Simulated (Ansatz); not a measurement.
# Ca on Pt(111): change of the work function, part 2 of 2

How does one ordered layer of Ca (fcc site) change the work function of Pt(111), and what dipole does each adsorbate carry?

Ansatz 0.2.0; plane-wave DFT, PBE, Ansatz PAW.

So far, work function, upper face (eV): step 2 (the clean slab) 5.70.

### Step 3. Adsorbate added

System of this step: Ca/Pt(111). The cell holds 17 atoms: 16 Pt and 1 Ca. Its edges and angles: a = 5.544 Å, b = 5.544 Å, c = 27.692 Å, α = 90.0°, β = 90.0°, γ = 60.0°. Vacuum lies along c.

The clean slab as it ended is repeated in the plane and the adsorbate is set on one face; the cell's size fixes the coverage, and the k-mesh shrinks with it to keep the sampling density about even. Adsorbate and upper layers relax, since the dipole depends on the height.

The input, input.yaml:

```yaml
crystal:
  lattice:
    - [5.5437171645, 1.0e-10, 0.0]
    - [2.7718585822, 4.8009998959, 0.0]
    - [0.0, 0.0, 27.6922762806]
  atoms:
    - { symbol: Pt, position: [0.0, 0.0, 0.3250003687] }
    - { symbol: Pt, position: [0.1666666667, 0.1666666667, 0.4067275995] }
    - { symbol: Pt, position: [0.3333333333, 0.3333333333, 0.4900273431] }
    - { symbol: Pt, position: [0.0, 0.0, 0.5743656944] }
    - { symbol: Pt, position: [0.0, 0.5, 0.3250003687] }
    - { symbol: Pt, position: [0.1666666667, 0.6666666667, 0.4067275995] }
    - { symbol: Pt, position: [0.3333333333, 0.8333333333, 0.4900273431] }
    - { symbol: Pt, position: [0.0, 0.5, 0.5743656944] }
    - { symbol: Pt, position: [0.5, 0.0, 0.3250003687] }
    - { symbol: Pt, position: [0.6666666667, 0.1666666667, 0.4067275995] }
    - { symbol: Pt, position: [0.8333333333, 0.3333333333, 0.4900273431] }
    - { symbol: Pt, position: [0.5, 0.0, 0.5743656944] }
    - { symbol: Pt, position: [0.5, 0.5, 0.3250003687] }
    - { symbol: Pt, position: [0.6666666667, 0.6666666667, 0.4067275995] }
    - { symbol: Pt, position: [0.8333333333, 0.8333333333, 0.4900273431] }
    - { symbol: Pt, position: [0.5, 0.5, 0.5743656944] }
    - { symbol: Ca, position: [0.1666666667, 0.1666666667, 0.6749996313] }
kpoints:
  mp_grid: { grid: [6, 6, 1] }
hamiltonian:
  xc: pbe
scf:
  occupations: { method: fermi_dirac, width: 0.1 }
  convergence: { dr2_threshold: 1.0e-08 }
efield:
  axis: 3
  dipole_correction: true
  ramp_position: 0.97
  ramp_width: 0.06
relax:
  f_tol: 0.02
  max_steps: 60
  constraints: [{ sites: [0, 1, 4, 5, 8, 9, 12, 13] }]
output:
  dos: { projected: true, e_range: [-8, 4] }
  write_potential: true
  write_density: true
  volumetric_format: npy
  elf: true
```

Started as:

```console
ansatz run input.yaml --threads 4 --pin off --max-ram 6144MiB --backend cpu --events-out ev --progress --plain --runs-dir out
```

What it wrote:

```text
[...]
Crystal: 17 atoms, lattice volume = 737.041 Å³
Basis set: ecut = 420 eV, 14421 PW (Γ), exchange–correlation on 80×80×384 points (8 copies of the dense FFT grid, shifted against one another)
Bands: 179, of which v1, the nominal top of the filled ones, is band 149 counted from 1 (148 counted from 0)
Symmetry: 6 space group operations
[...]
k-points: 7 of 36 (time reversal used)
[...]
SCF iter   1: F=—  HF=-202182.302511 eV  |F-HF|=—  |Δ(HF+E_count)|=         —  Δρ=6.68e-3  dr2=4.24e0  ethr=1.77e-3  p=0.438 e·Å  D=1.08e-1 V/Å  ΔV_dip=-2.98 eV  dr2_dipole=3.21e-1  V_vac-E_F(+/−)=2.25/5.23 eV  ⟨swp⟩=9.6  Hψ=5792  notcnv=0  defer=21
[...]
SCF iter  13: F=-202182.216429 eV  HF=-202182.216429 eV  |F-HF|=5.94e-9  |Δ(HF+E_count)|=   8.67e-9  Δρ=4.93e-7  dr2=7.40e-9  ethr=3.36e-12  p=0.422 e·Å  D=1.04e-1 V/Å  ΔV_dip=-2.87 eV  dr2_dipole=6.03e-10  V_vac-E_F(+/−)=2.80/5.67 eV  ⟨swp⟩=14.7  Hψ=9621  notcnv=0
SCF 1 converged in 13 iterations: F = -202182.216429 eV  dr2 = 7.40e-9
[...]
relax step   1: F+E_penalty+E_count = -202182.21642949 eV  Δ(F+E_penalty+E_count) = +0.000e0 eV  max|allowed force component| = 1.991e0 eV/Å  Δτ_max = 0.0000 Å  (13 SCF iters, accepted)
[...]
SCF iter  12: F=-202182.674362 eV  HF=-202182.674362 eV  |F-HF|=5.82e-10  |Δ(HF+E_count)|=   1.61e-8  Δρ=5.23e-7  dr2=8.09e-9  ethr=3.36e-12  p=0.463 e·Å  D=1.14e-1 V/Å  ΔV_dip=-3.15 eV  dr2_dipole=1.07e-9  V_vac-E_F(+/−)=2.53/5.68 eV  ⟨swp⟩=14.9  Hψ=8780  notcnv=0
SCF 2 converged in 12 iterations: F = -202182.674362 eV  dr2 = 8.09e-9
relax step   2: F+E_penalty+E_count = -202182.67436200 eV  Δ(F+E_penalty+E_count) = -4.579e-1 eV  max|allowed force component| = 1.644e0 eV/Å  Δτ_max = 0.1949 Å  (12 SCF iters, accepted)
SCF iter   1: F=—  HF=-202182.989950 eV  |F-HF|=—  |Δ(HF+E_count)|=         —  Δρ=3.93e-3  dr2=5.14e-1  ethr=1.60e-3  p=0.463 e·Å  D=1.14e-1 V/Å  ΔV_dip=-3.15 eV  dr2_dipole=6.01e-2  V_vac-E_F(+/−)=2.54/5.69 eV  ⟨swp⟩=7.3  Hψ=3946  notcnv=0  defer=49
[...]
SCF iter  12: F=-202182.944152 eV  HF=-202182.944152 eV  |F-HF|=1.02e-9  |Δ(HF+E_count)|=   1.71e-8  Δρ=4.33e-7  dr2=4.94e-9  ethr=3.36e-12  p=0.511 e·Å  D=1.25e-1 V/Å  ΔV_dip=-3.47 eV  dr2_dipole=3.83e-11  V_vac-E_F(+/−)=2.21/5.68 eV  ⟨swp⟩=9.0  Hψ=7515  notcnv=0
SCF 3 converged in 12 iterations: F = -202182.944152 eV  dr2 = 4.94e-9
relax step   3: F+E_penalty+E_count = -202182.94415216 eV  Δ(F+E_penalty+E_count) = -2.698e-1 eV  max|allowed force component| = 6.364e-1 eV/Å  Δτ_max = 0.1969 Å  (12 SCF iters, accepted)
[...]
relax step   4: F+E_penalty+E_count = -202182.98057576 eV  Δ(F+E_penalty+E_count) = -3.642e-2 eV  max|allowed force component| = 4.551e-1 eV/Å  Δτ_max = 0.1940 Å  (12 SCF iters, accepted)
[...]
relax step   5: F+E_penalty+E_count = -202182.99512957 eV  Δ(F+E_penalty+E_count) = -1.455e-2 eV  max|allowed force component| = 2.982e-2 eV/Å  Δτ_max = 0.0617 Å  (11 SCF iters, accepted)
SCF iter   1: F=—  HF=-202182.995221 eV  |F-HF|=—  |Δ(HF+E_count)|=         —  Δρ=7.48e-4  dr2=3.30e-3  ethr=1.79e-5  p=0.537 e·Å  D=1.32e-1 V/Å  ΔV_dip=-3.65 eV  dr2_dipole=2.81e-4  V_vac-E_F(+/−)=2.03/5.68 eV  ⟨swp⟩=2.4  Hψ=2218  notcnv=0  defer=60
[...]
SCF iter   9: F=-202182.995658 eV  HF=-202182.995658 eV  |F-HF|=9.72e-9  |Δ(HF+E_count)|=   3.22e-8  Δρ=8.04e-7  dr2=8.24e-9  ethr=3.36e-12  p=0.538 e·Å  D=1.32e-1 V/Å  ΔV_dip=-3.66 eV  dr2_dipole=2.04e-12  V_vac-E_F(+/−)=2.02/5.68 eV  ⟨swp⟩=12.1  Hψ=9097  notcnv=0
SCF 6 converged in 9 iterations: F = -202182.995658 eV  dr2 = 8.24e-9
relax step   6: F+E_penalty+E_count = -202182.99565845 eV  Δ(F+E_penalty+E_count) = -5.289e-4 eV  max|allowed force component| = 9.125e-3 eV/Å  Δτ_max = 0.0144 Å  (9 SCF iters, accepted)
NSCF: frozen V_eff on 7 k-points
[...]
WARN: The output density's exchange-correlation potential varies sharply where the density is thin. Do not read a vacuum level from v_tot or v_xc, or from such a field of the output density. On a cell that repeats whose density bears no net charge and no dipole along the vacuum's axis use v_es (v_loc + v_h of the components); under efield.dipole_correction with no amplitude use v_es + v_field, which holds any externa [...]
SCF converged after 9 iterations
Free energy (F): -202182.995658 eV
[...]
Internal energy: -202182.156462 eV  (E = F + TS)
E sigma→0 (E₀):  -202182.576060 eV
Entropy (-TS):   -0.839196 eV (-49.364 meV/atom)
Fermi energy:    5.535355 eV
Dipole field:    D = 0.132006 V/Å  (p = 0.537680 e·Å, saw-weighted, corrected)
Work function:   Φ+ = 2.0243 eV   Φ− = 5.6799 eV
[...]
--- Forces (eV/Å), atoms counted from 1 ---
  atom   1  Pt     0.00307382     0.00177467    -0.50199543
  atom   2  Pt     0.00000000    -0.00000000     0.56978111
  atom   3  Pt    -0.00699177    -0.00403670    -0.00334821
  atom   4  Pt    -0.00054486    -0.00031458     0.00308369
  atom   5  Pt     0.00000000    -0.00354934    -0.50199543
  atom   6  Pt     0.07086583    -0.04091440     0.44996256
  atom   7  Pt    -0.00000000     0.00807340    -0.00334821
  atom   8  Pt    -0.00000000     0.00062916     0.00308369
  atom   9  Pt    -0.00307382     0.00177467    -0.50199543
  atom  10  Pt    -0.00000000     0.08182881     0.44996256
  atom  11  Pt     0.00699177    -0.00403670    -0.00334821
  atom  12  Pt     0.00054486    -0.00031458     0.00308369
  atom  13  Pt    -0.00000000     0.00000000    -0.43148165
  atom  14  Pt    -0.07086583    -0.04091440     0.44996256
  atom  15  Pt    -0.00000000     0.00000000     0.00437698
  atom  16  Pt    -0.00000000     0.00000000     0.00510235
  atom  17  Ca    -0.00000000     0.00000000     0.00912514
  max |Σ_I F_I| component: 1.18e-5 eV/Å
--- Band table (eV; the first three rows and the last of 7) ---
  k-point 0: bands = [... 145 lower, 5.8973, 5.8973, 6.0553, 6.0553, 6.0638, 6.0795, 6.1321, 6.1321, ... 26 higher]
  k-point 1: bands = [... 145 lower, 5.4832, 5.6184, 5.6307, 5.6559, 5.7803, 5.8226, 5.8407, 5.8656, ... 26 higher]
  k-point 2: bands = [... 145 lower, 5.0675, 5.1466, 5.4677, 5.4770, 5.5051, 5.5650, 5.7872, 5.8216, ... 26 higher]
  k-point 6: bands = [... 145 lower, 5.1099, 5.1273, 5.1552, 5.1577, 5.1876, 5.2306, 5.2620, 5.2716, ... 26 higher]
--- Relaxed structure (6 steps of the walk, 6 accepted, 0 SCFs on fresh bases) ---
  F+E_penalty+E_count = -202182.99565845 eV   max|allowed force component| = 9.125e-3 eV/Å
  atoms:
    - { symbol: Pt, position: [-1.795949e-17, -1.795949e-17, 0.325000] }
    - { symbol: Pt, position: [0.166667, 0.166667, 0.406728] }
    - { symbol: Pt, position: [0.334033, 0.334033, 0.491155] }
    - { symbol: Pt, position: [-0.00293399, -0.00293399, 0.575726] }
    - { symbol: Pt, position: [0.0, 0.5, 0.325000] }
    - { symbol: Pt, position: [0.166667, 0.666667, 0.406728] }
    - { symbol: Pt, position: [0.334033, 0.831933, 0.491155] }
    - { symbol: Pt, position: [-0.00293399, 0.505868, 0.575726] }
    - { symbol: Pt, position: [0.5, -1.795949e-17, 0.325000] }
    - { symbol: Pt, position: [0.666667, 0.166667, 0.406728] }
    - { symbol: Pt, position: [0.831933, 0.334033, 0.491155] }
    - { symbol: Pt, position: [0.505868, -0.00293399, 0.575726] }
    - { symbol: Pt, position: [0.500000, 0.5, 0.325000] }
    - { symbol: Pt, position: [0.666667, 0.666667, 0.406728] }
    - { symbol: Pt, position: [0.833333, 0.833333, 0.488932] }
    - { symbol: Pt, position: [0.500000, 0.5, 0.580329] }
    - { symbol: Ca, position: [0.166667, 0.166667, 0.655793] }
```

Elapsed: 2 min, on 4 threads of Intel Xeon 6975P-C (Granite Rapids), shared host; peak memory 3.2 GiB; 7.7 min of CPU time.

Relaxation path:

```
step  energy less that of the first step (eV)  largest force component (eV/Å)
   1                                   0.0000                          1.9909
   2                                  -0.4579                          1.6444
   3                                  -0.7277                          0.6364
   4                                  -0.7641                          0.4551
   5                                  -0.7787                          0.0298
   6                                  -0.7792                          0.0091
```

Forces are held to the 6 operations that the program found; a distortion that breaks them can't arise in this run.

The atoms that moved most (Å):

```
atom      dx      dy      dz  length
Ca17   0.000   0.000  -0.532   0.532
Pt16   0.000   0.000   0.165   0.165
Pt12   0.024  -0.014   0.038   0.047
 Pt4  -0.024  -0.014   0.038   0.047
 Pt8   0.000   0.028   0.038   0.047
 Pt3   0.006   0.003   0.031   0.032
 Pt7   0.000  -0.007   0.031   0.032
Pt11  -0.006   0.003   0.031   0.032
```

The relaxed structure:

```xyz
17
Lattice="5.5437 0.0000 0.0000 2.7719 4.8010 0.0000 0.0000 0.0000 27.6923" Properties=species:S:1:pos:R:3
Pt    0.0000    0.0000    9.0000
Pt    1.3859    0.8002   11.2632
Pt    2.7777    1.6037   13.6012
Pt   -0.0244   -0.0141   15.9432
Pt    1.3859    2.4005    9.0000
Pt    2.7719    3.2007   11.2632
Pt    4.1578    3.9941   13.6012
Pt    1.3859    2.4287   15.9432
Pt    2.7719    0.0000    9.0000
Pt    4.1578    0.8002   11.2632
Pt    5.5379    1.6037   13.6012
Pt    2.7963   -0.0141   15.9432
Pt    4.1578    2.4005    9.0000
Pt    5.5437    3.2007   11.2632
Pt    6.9296    4.0008   13.5396
Pt    4.1578    2.4005   16.0706
Ca    1.3859    0.8002   18.1604
```

Numbers from this step:

```
energy at zero smearing        : -202182.5761 eV
work function, upper face      : 2.024 eV
work function, lower face      : 5.680 eV
dipole along the normal        : 0.5377 e·Å
step between the vacuum levels : -3.656 eV
```

Running mean over 2.263 Å of the planar mean; the ramp of the sawtooth is left out. Table of electron's electrostatic potential energy less the Fermi level by z:

z (Å), electron's electrostatic potential energy less the Fermi level (eV) and a bar from the least value:
```
        4        5.7 ##############################
        5        5.7 ##############################
        6        5.6 ##############################
        7        4.6 ############################
        8       -5.0 ############
        9      -11.6 #
       10      -12.1 
       11      -12.2 
       12      -11.6 #
       13      -11.7 #
       14      -11.6 #
       15      -10.6 ###
       16      -11.6 #
       17       -6.9 #########
       18       -0.7 ###################
       19       -0.4 ####################
       20        1.3 #######################
       21        1.8 ########################
       22        2.0 ########################
       23        2.0 ########################
       24        2.0 ########################
```

The density of states has structure finer than the step of the table below, so its rows give means over 0.25 eV. Peaks (eV: height): -3.190: 43.0, -3.100: 41.8, -3.040: 55.6, -2.980: 55.7, -2.230: 62.0, -2.080: 42.1, -2.020: 50.5.

Density of states against energy, zero at the Fermi level; means over each step:

```
energy (eV)  density of states (states/eV a cell)
      -7.75                                  2.42
      -7.50                                  2.07
      -7.25                                  2.58
      -7.00                                  6.60
      -6.75                                  9.43
      -6.50                                  10.3
      -6.25                                  15.0
      -6.00                                  15.7
      -5.75                                  24.9
      -5.50                                  21.8
      -5.25                                  16.2
      -5.00                                  15.0
      -4.75                                  21.5
      -4.50                                  16.5
      -4.25                                  20.9
      -4.00                                  24.1
      -3.75                                  27.9
      -3.50                                  28.5
      -3.25                                  36.0
      -3.00                                  38.2
      -2.75                                  23.3
      -2.50                                  17.1
      -2.25                                  28.7
      -2.00                                  27.4
      -1.75                                  18.8
      -1.50                                  23.3
      -1.25                                  30.5
      -1.00                                  25.9
      -0.75                                  19.1
      -0.50                                  25.8
      -0.25                                  29.4
       0.00                                  28.0
       0.25                                  17.8
       0.50                                  11.1
       0.75                                  8.56
       1.00                                  4.98
       1.25                                  4.61
       1.50                                  8.76
       1.75                                  10.1
```

Projected DOS per atom over height of the atomic layer and energy from the Fermi level. Layers: Pt4 Pt4 Pt4 Pt4 Ca from below.

Ten even steps from '0' (0.01 states/eV) to '9' (2.58 states/eV), each cell a mean:
```
11110
00001
11112
32222
67741
75560
64460
74670
63561
54460
75570
97790
56670
35650
44440
34430
46540
36520
24310
12110
00000
00000
```
Columns: height of the atomic layer (Å) from 9 to 18.2; rows upwards: energy from the Fermi level (eV) from -7.96 to 1.95.

Valence density in the ca plane at fractional y = 0.167, with atoms of Pt and Ca within 0.2 Å of it. It is the smooth field of the valence electrons, not physical close to the nuclei.

Values in units of 1e0 e/Å³, 8 rows by 16 columns, each cell a mean:
```
1.3 0.3 0.4 0.3 1.5 0.6 1.0 1.1 0.1 0.1 0.0 0.0 0.0 0.0 0.0 0.0
0.6 0.9 3.0 0.5 0.7 0.4 0.5 0.5 0.1 0.0 0.0 0.0 0.0 0.0 0.0 0.0
0.3 2.4 9.0 1.0 0.3 0.2 0.2 0.2 0.1 0.0 0.0 0.0 0.0 0.0 0.0 0.0
0.6 1.0 3.5 0.5 0.6 0.3 0.5 0.5 0.1 0.0 0.0 0.0 0.0 0.0 0.0 0.0
1.3 0.3 0.4 0.3 1.5 0.6 1.0 1.1 0.1 0.1 0.0 0.0 0.0 0.0 0.0 0.0
0.6 0.9 3.0 0.5 0.7 0.4 0.4 0.5 0.7 1.4 0.1 0.0 0.0 0.0 0.0 0.0
0.3 2.4 9.0 0.9 0.3 0.2 0.2 0.3 2.1 4.5 0.2 0.0 0.0 0.0 0.0 0.0
0.6 1.0 3.5 0.5 0.6 0.3 0.4 0.5 0.8 1.6 0.1 0.0 0.0 0.0 0.0 0.0
```
Columns run along c (16.0 Å, from fractional 0.33 to 0.91 of the cell), rows up along a (5.5 Å). Atoms in or near the plane, at fractional coordinates: Pt at (0.41, 0.17), Pt at (0.41, 0.67), Ca at (0.66, 0.17).

Electrostatic potential energy in the ca plane at fractional y = 0.167, with atoms of Pt and Ca within 0.2 Å of it. With pseudopotentials it is smooth inside the atoms' cores, unlike the true potential.

Ten even steps from '0' (-55 eV) to '9' (9 eV), each cell a mean:
```
46899989999745799855689988899999999999999999
46899888999745799865789999999999999999999999
78998545899877899977899999999999999999999999
89985101589989999999999999999999999999999999
99983000389999999999999999999999999999999999
99984000389999999999999999999999999999999999
88997313699988999988899999999999999999999999
57899878999766899865799999999999999999999999
46899999998744799854689999999999999999999999
57899877999766899876799887889999999999999999
88997313699888999988998743578999999999999999
99984000389999999999998510268999999999999999
99983000389999999999998400158999999999999999
89985100589999999999998621368999999999999999
67998646899877899977899866789999999999999999
```
Columns run along c (16.0 Å, from fractional 0.33 to 0.91 of the cell; values clipped at the 3rd and 97th percentile), rows up along a (5.5 Å). Atoms in or near the plane, at fractional coordinates: Pt at (0.41, 0.17), Pt at (0.41, 0.67), Ca at (0.66, 0.17).

ELF in the ca plane at fractional y = 0.167, with atoms of Pt and Ca within 0.2 Å of it. It is the smooth field of the valence electrons, not physical close to the nuclei.

Values, 8 rows by 16 columns, each cell a mean:
```
0.37 0.23 0.27 0.23 0.40 0.29 0.33 0.37 0.22 0.08 0.06 0.22 0.16 0.05 0.01 0.00
0.27 0.31 0.48 0.27 0.30 0.23 0.26 0.29 0.24 0.10 0.11 0.14 0.08 0.03 0.01 0.00
0.25 0.40 0.66 0.30 0.25 0.17 0.21 0.27 0.18 0.11 0.10 0.10 0.05 0.02 0.00 0.00
0.27 0.32 0.50 0.27 0.28 0.22 0.25 0.29 0.24 0.11 0.11 0.13 0.08 0.02 0.01 0.00
0.37 0.23 0.27 0.23 0.40 0.29 0.33 0.37 0.22 0.07 0.06 0.22 0.16 0.05 0.01 0.00
0.27 0.31 0.48 0.27 0.29 0.23 0.25 0.30 0.35 0.67 0.14 0.24 0.26 0.08 0.01 0.00
0.25 0.40 0.66 0.30 0.24 0.16 0.21 0.26 0.56 0.81 0.26 0.23 0.31 0.09 0.01 0.00
0.27 0.32 0.50 0.27 0.28 0.22 0.25 0.29 0.37 0.70 0.15 0.24 0.27 0.08 0.01 0.00
```
Columns run along c (16.0 Å, from fractional 0.33 to 0.91 of the cell), rows up along a (5.5 Å). Atoms in or near the plane, at fractional coordinates: Pt at (0.41, 0.17), Pt at (0.41, 0.67), Ca at (0.66, 0.17).

The relaxation took 6 steps and lowered the energy by 0.78 eV; the largest force on the free atoms ends at 0.0091 eV/Å.

By hand: a sheet of dipoles makes a step −p/(ε₀A) in the electron's potential. With e/ε₀ = 180.95 V·Å, p = 0.5377 e·Å and A = 26.62 Å², that is −180.95 × (0.5377) / 26.62 = -3.656 eV, and the two vacuum levels of the run differ by -3.656 eV.

The covered face has 2.02 eV, -3.68 eV against the clean one; the bare back face has moved by +0.01 eV, a measure of how thin the slab is.

### Step 4. Work function against coverage

This step: plane-wave DFT, PBE, Ansatz PAW; work function against coverage (Ansatz 0.2.0).

The runs are now put side by side.

This step gave:

| Item | Value |
| --- | --- |
| work function of the clean face | 5.703 eV |
| largest change of the work function | -3.679 eV |

Work function of the covered face against coverage:

```
coverage (adsorbates/nm²)  work function of the covered face (eV)
                     0.00                                    5.70
                     3.76                                    2.02
```

The dipole per adsorbate comes from the change of the cell's dipole. Coverage, by row:

```
coverage (1/nm²)  coverage (ML)  work function (eV)  change (eV)  dipole per adsorbate, positive end outwards (debye)  mean height of the added atoms over the highest substrate atom (Å)
           3.757           0.25               2.024       -3.679                                                2.605                                                                2.09
```

### Step 5. Summary of results

```
work function of the clean face                        : 5.70 eV
work function at 0.25 ML                               : 2.02 eV
dipole per adsorbate at 0.25 ML, positive end outwards : 2.60 D
```

In words: Ca lowers the work function of Pt(111) at the lowest coverage, by 3.68 eV: the adsorbate layer has its positive end outwards. One coverage alone was completed, so no trend follows. The slab has 4 layers, at the tabulated experimental lattice constant, one starting site was run, and quantum-size effects of a slab this thin can reach one or two tenths of an eV.

[Long decimals in the printed logs are rounded to 6 places.]

[Logs are printed without paths, hosts, clocks, repeated set-up lines and the standing remarks that a program may print on its own settings, such as how far it seeks lower states.]

[Hosts, paths, dates, database ids (printed as entryN), source tags and the programs' standing remarks are cut or masked in the printed files.]

[Maps of the electrostatic potential energy from Ansatz leave out the sawtooth potential of an applied field or a dipole correction, so their vacuum need not be flat; planar profiles and work functions include it.]
